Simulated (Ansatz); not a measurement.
# GaSb wire along [111], 26 atoms a period, H-terminated: bands by functional, part 2 of 2

Wanted: the relaxed geometry and the bands of the GaSb wire along [111], 26 atoms a period, H-terminated.

Ansatz 0.2.0; DFT PBE, plane waves, PAW; relaxation of a wire's period; PAW set soft_1 (the session's first sound run).

So far. Step 2 (Relaxing the period): The cell's length comes to 10.665 Å with spin left out.

### Step 3. The wire at its relaxed period

This step: DFT PBE, plane waves, PAW; bands of a perfect wire; PAW set soft_1 (Ansatz 0.2.0).

At the relaxed period the bands are computed along the axis; those that cross an energy going forward count the channels that a perfect wire would open there.

input.yaml reads:

```yaml
crystal:
  lattice:
    - [18.44, 0.0, 0.0]
    - [0.0, 17.545, 0.0]
    - [0.0, 0.0, 10.6646449077]
  atoms:
    - { symbol: Ga, position: [0.383433476, 0.424784999, 0.008775744] }
    - { symbol: Ga, position: [0.616566524, 0.424784999, 0.008775744] }
    - { symbol: Sb, position: [0.388710737, 0.427905906, 0.257985157] }
    - { symbol: Sb, position: [0.5, 0.630522625, 0.257947847] }
    - { symbol: Sb, position: [0.611289263, 0.427905906, 0.257985157] }
    - { symbol: H, position: [0.307848972, 0.611998269, 0.279775015] }
    - { symbol: H, position: [0.5, 0.262220344, 0.279767547] }
    - { symbol: H, position: [0.692151028, 0.611998269, 0.279775015] }
    - { symbol: H, position: [0.311310258, 0.380925236, 0.302093037] }
    - { symbol: H, position: [0.5, 0.724439283, 0.302164069] }
    - { symbol: H, position: [0.688689742, 0.380925236, 0.302093037] }
    - { symbol: Ga, position: [0.374318344, 0.571722502, 0.343454936] }
    - { symbol: Ga, position: [0.5, 0.342878631, 0.343402867] }
    - { symbol: Ga, position: [0.625681656, 0.571722502, 0.343454936] }
    - { symbol: Sb, position: [0.377945221, 0.569492346, 0.592299328] }
    - { symbol: Sb, position: [0.5, 0.347291526, 0.592260062] }
    - { symbol: Sb, position: [0.622054779, 0.569492346, 0.592299328] }
    - { symbol: H, position: [0.189554584, 0.568915956, 0.636074341] }
    - { symbol: H, position: [0.242289629, 0.421727805, 0.603397962] }
    - { symbol: H, position: [0.310465469, 0.29748997, 0.603115685] }
    - { symbol: H, position: [0.284159691, 0.741173382, 0.636120221] }
    - { symbol: H, position: [0.405447838, 0.176040568, 0.636355652] }
    - { symbol: H, position: [0.431823545, 0.766805007, 0.603194838] }
    - { symbol: H, position: [0.568176455, 0.766805007, 0.603194838] }
    - { symbol: H, position: [0.594552162, 0.176040568, 0.636355652] }
    - { symbol: H, position: [0.715840309, 0.741173382, 0.636120221] }
    - { symbol: H, position: [0.689534531, 0.29748997, 0.603115685] }
    - { symbol: H, position: [0.757710371, 0.421727805, 0.603397962] }
    - { symbol: H, position: [0.810445416, 0.568915956, 0.636074341] }
    - { symbol: Ga, position: [0.249204303, 0.506158561, 0.647416636] }
    - { symbol: Ga, position: [0.383494355, 0.261719896, 0.647450719] }
    - { symbol: Ga, position: [0.365726937, 0.718365495, 0.64741095] }
    - { symbol: Ga, position: [0.5, 0.495432861, 0.658260974] }
    - { symbol: Ga, position: [0.634273063, 0.718365495, 0.64741095] }
    - { symbol: Ga, position: [0.616505645, 0.261719896, 0.647450719] }
    - { symbol: Ga, position: [0.750795697, 0.506158561, 0.647416636] }
    - { symbol: Sb, position: [0.264786194, 0.486773899, 0.903348011] }
    - { symbol: Sb, position: [0.375174272, 0.285797953, 0.903290233] }
    - { symbol: Sb, position: [0.389567063, 0.713943404, 0.903308842] }
    - { symbol: Sb, position: [0.5, 0.495497145, 0.91335816] }
    - { symbol: Sb, position: [0.610432937, 0.713943404, 0.903308842] }
    - { symbol: Sb, position: [0.624825728, 0.285797953, 0.903290233] }
    - { symbol: Sb, position: [0.735213806, 0.486773899, 0.903348011] }
    - { symbol: H, position: [0.195391798, 0.435834861, 0.969931527] }
    - { symbol: H, position: [0.249553277, 0.567987817, 0.9879473] }
    - { symbol: H, position: [0.298532846, 0.248021138, 0.969845611] }
    - { symbol: H, position: [0.31505496, 0.687155992, 0.987936968] }
    - { symbol: H, position: [0.396804488, 0.802581143, 0.969850912] }
    - { symbol: H, position: [0.434500095, 0.23132364, 0.987858646] }
    - { symbol: H, position: [0.565499905, 0.23132364, 0.987858646] }
    - { symbol: H, position: [0.603195512, 0.802581143, 0.969850912] }
    - { symbol: H, position: [0.68494504, 0.687155992, 0.987936968] }
    - { symbol: H, position: [0.701467154, 0.248021138, 0.969845611] }
    - { symbol: H, position: [0.750446723, 0.567987817, 0.9879473] }
    - { symbol: H, position: [0.804608202, 0.435834861, 0.969931527] }
    - { symbol: Ga, position: [0.5, 0.636990484, 0.008720676] }
kpoints:
  mp_grid: { grid: [1, 1, 8] }
  band_path: { path: ["Γ", Z], npoints: 90 }
scf:
  occupations: { method: fermi_dirac, width: 0.05 }
hamiltonian:
  xc: pbe
  pseudopotentials: { kind: paw, azcp: { folder: soft_1 } }
output:
  dos: { e_range: [-5, 4] }
  write_potential: true
  write_density: true
  volumetric_format: npy
```

The run is started by

```sh
ansatz run input.yaml --threads 8 --pin off --max-ram 16384MiB --backend cpu --events-out ev --progress --plain --runs-dir out
```

Numbers of over 12 decimals in the logs are rounded to 6 here.

Output:

```text
[...]
Crystal: 56 atoms, lattice volume = 3450.330 Å³
Basis set: ecut = 420 eV, 67477 PW (Γ)
Bands: 253, of which v1, the nominal top of the filled ones, is band 197 counted from 1 (196 counted from 0)
Symmetry: 2 space group operations
[...]
k-points: 5 of 8 (time reversal used)
[...]
SCF iter   1: F=—  HF=-133955.833172 eV  |F-HF|=—  |Δ(HF+E_count)|=         —  Δρ=2.95e-2  dr2=2.88e1  ethr=3.10e-3  ⟨swp⟩=7.0  Hψ=5752  notcnv=0  defer=50
[...]
SCF iter  11: F=-133947.190366 eV  HF=-133947.190366 eV  |F-HF|=2.33e-8  |Δ(HF+E_count)|=   3.63e-7  Δρ=8.60e-7  dr2=6.86e-8  ethr=2.54e-11  ⟨swp⟩=16.2  Hψ=6684  notcnv=0
SCF 1 converged in 11 iterations: F = -133947.190366 eV  dr2 = 6.86e-8
[...]
NSCF: frozen V_eff on 91 k-points
WARN: The output density's exchange-correlation potential varies sharply where the density is thin. Do not read a vacuum level from v_tot or v_xc, or from such a field of the output density. On a cell that repeats whose density bears no net charge and no dipole along the vacuum's axis use v_es (v_loc + v_h of the components); under efield.dipole_correction with no amplitude use v_es + v_field, which holds any externa [...]
SCF converged after 11 iterations
Free energy (F): -133947.190366 eV
[...]
Internal energy: -133947.190366 eV  (E = F + TS)
E sigma→0 (E₀):  -133947.190366 eV
Fermi energy:    -1.464504 eV
[...]
--- Band table (eV; the first three rows and the last of 5) ---
  k-point 0: bands = [... 193 lower, -2.9798, -2.9609, -2.9608, -2.4945, -0.4122, -0.1233, 0.1458, 0.1459, ... 52 higher]
  k-point 1: bands = [... 193 lower, -2.9769, -2.9534, -2.9533, -2.5686, -0.3732, -0.1129, 0.0733, 0.0737, ... 52 higher]
  k-point 2: bands = [... 193 lower, -2.9716, -2.9419, -2.9417, -2.7725, -0.2724, -0.0944, -0.0862, -0.0853, ... 52 higher]
  k-point 4: bands = [... 193 lower, -3.0067, -2.9664, -2.9615, -2.9610, -0.2746, -0.2735, -0.0856, -0.0710, ... 52 higher]
```

It took 27 min on 8 threads of Arm Neoverse V2, shared host; peak memory 13 GiB; 3.5 h of CPU time.

This step gave:

```
band gap : 2.082 eV
```

Electronic bands along the path, in eV, zero at the Fermi level; v1 is the highest filled band, c1 the lowest empty one:

```csv
point,v4,v3,v2,v1,c1,c2,c3,c4
Γ,-1.52,-1.50,-1.50,-1.03,1.05,1.34,1.61,1.61
halfway,-1.51,-1.48,-1.48,-1.31,1.19,1.37,1.38,1.38
Z,-1.54,-1.50,-1.50,-1.50,1.19,1.19,1.38,1.39
```

The gap is 2.08 eV, with spin left out.

On this path the gap is direct, 2.08 eV, with the valence top at Γ and the conduction bottom at Γ.

### Step 4. Levels at the same atoms, cutoff 500 eV, k-mesh 1×1×6

This step: DFT r2SCAN, plane waves, PAW; bands of a perfect wire at the PBE geometry; PAW set soft_1 (Ansatz 0.2.0).

The atoms stay at the PBE geometry and the functional changes. r2SCAN also reads the kinetic-energy density; it often gives larger moments and wider gaps than PBE, at a higher cost. Against the first PBE run of this kind, the cutoff is 500 eV against 420 and the mesh along the wire has 6 points against 8.

Edit input.yaml of step 3 so:

```diff
@@ -63,3 +63,3 @@
 kpoints:
-  mp_grid: { grid: [1, 1, 8] }
+  mp_grid: { grid: [1, 1, 6] }
   band_path: { path: ["Γ", Z], npoints: 90 }
@@ -68,8 +68,3 @@
 hamiltonian:
-  xc: pbe
+  xc: r2scan
   pseudopotentials: { kind: paw, azcp: { folder: soft_1 } }
-output:
-  dos: { e_range: [-5, 4] }
-  write_potential: true
-  write_density: true
-  volumetric_format: npy
```

Output:

```text
[...]
Crystal: 56 atoms, lattice volume = 3450.330 Å³
Basis set: ecut = 500 eV, 87667 PW (Γ), exchange–correlation on 540×512×320 points (64 copies of the dense FFT grid, shifted against one another)
Bands: 253, of which v1, the nominal top of the filled ones, is band 197 counted from 1 (196 counted from 0)
Symmetry: 2 space group operations
[...]
k-points: 4 of 6 (time reversal used)
[...]
SCF iter   1: F=—  HF=-134239.815109 eV  |F-HF|=—  |Δ(HF+E_count)|=         —  Δρ=2.90e-2  dr2=2.66e1  dr2_τ=2.12e-1  ethr=3.10e-3  ⟨swp⟩=7.0  Hψ=4357  notcnv=0  defer=51
[...]
SCF iter  11: F=-134234.600878 eV  HF=-134234.600878 eV  |F-HF|=2.33e-9  |Δ(HF+E_count)|=   2.37e-7  Δρ=7.26e-7  dr2=5.32e-8  dr2_τ=5.82e-10  ethr=2.54e-11  ⟨swp⟩=17.2  Hψ=5646  notcnv=0
SCF 1 converged in 11 iterations: F = -134234.600878 eV  dr2 = 5.32e-8
[...]
SCF converged after 11 iterations
Free energy (F): -134234.600878 eV
[...]
Internal energy: -134234.600878 eV  (E = F + TS)
E sigma→0 (E₀):  -134234.600878 eV
Fermi energy:    -1.495609 eV
[...]
--- Band table (eV) ---
  k-point 0: bands = [... 193 lower, -3.1979, -3.1732, -3.1730, -2.6809, -0.2874, 0.0195, 0.2526, 0.2534, ... 52 higher]
  k-point 1: bands = [... 193 lower, -3.1940, -3.1602, -3.1600, -2.8142, -0.2249, 0.0369, 0.1362, 0.1363, ... 52 higher]
  k-point 2: bands = [... 193 lower, -3.1881, -3.1627, -3.1529, -3.1527, -0.0837, -0.0660, -0.0657, 0.0553, ... 52 higher]
  k-point 3: bands = [... 193 lower, -3.2248, -3.1860, -3.1747, -3.1740, -0.1538, -0.1534, 0.0099, 0.0577, ... 52 higher]
```

Wall time 41 min (8 threads); peak memory 14 GiB; 5.3 h of CPU time.

Numbers from this step:

* band gap: 2.394 eV

Electronic bands along the path, in eV, zero at the Fermi level; v1 is the highest filled band, c1 the lowest empty one:

```csv
point,v4,v3,v2,v1,c1,c2,c3,c4
Γ,-1.70,-1.68,-1.68,-1.19,1.21,1.52,1.75,1.75
halfway,-1.70,-1.66,-1.66,-1.47,1.34,1.53,1.53,1.54
Z,-1.73,-1.69,-1.68,-1.68,1.34,1.34,1.51,1.55
```

The gap is 2.39 eV, against 2.08 eV under PBE at the relaxed period.

### Step 5. Outcome

| Quantity | Value |
| --- | --- |
| cell length, PBE | 10.66 Å |
| gap, PBE | 2.08 eV |
| gap, r2SCAN | 2.39 eV |

What this shows: Under PBE the cell's length is 10.66 Å, and a gap of 2.08 eV makes it a semiconductor. At the relaxed period the wire is gapped under every functional, from 2.08 eV (PBE) to 2.39 eV (r2SCAN). Weak screening in one dimension makes quasiparticle gaps larger than the semilocal gaps, as a rule. Plain hydrogen on a compound's surface is a simple closure: it may leave surface states, and facets that end in unlike atoms put a field across the wire, both of which shrink the gap. Spin-orbit coupling is left out, which matters for the bands of heavy atoms.

[Logs are printed without paths, hosts, clocks, repeated set-up lines and the standing remarks that a program may print on its own settings, such as how far it seeks lower states.]

[Hosts, paths, dates, database ids (printed as entryN), source tags and the programs' standing remarks are cut or masked in the printed files.]
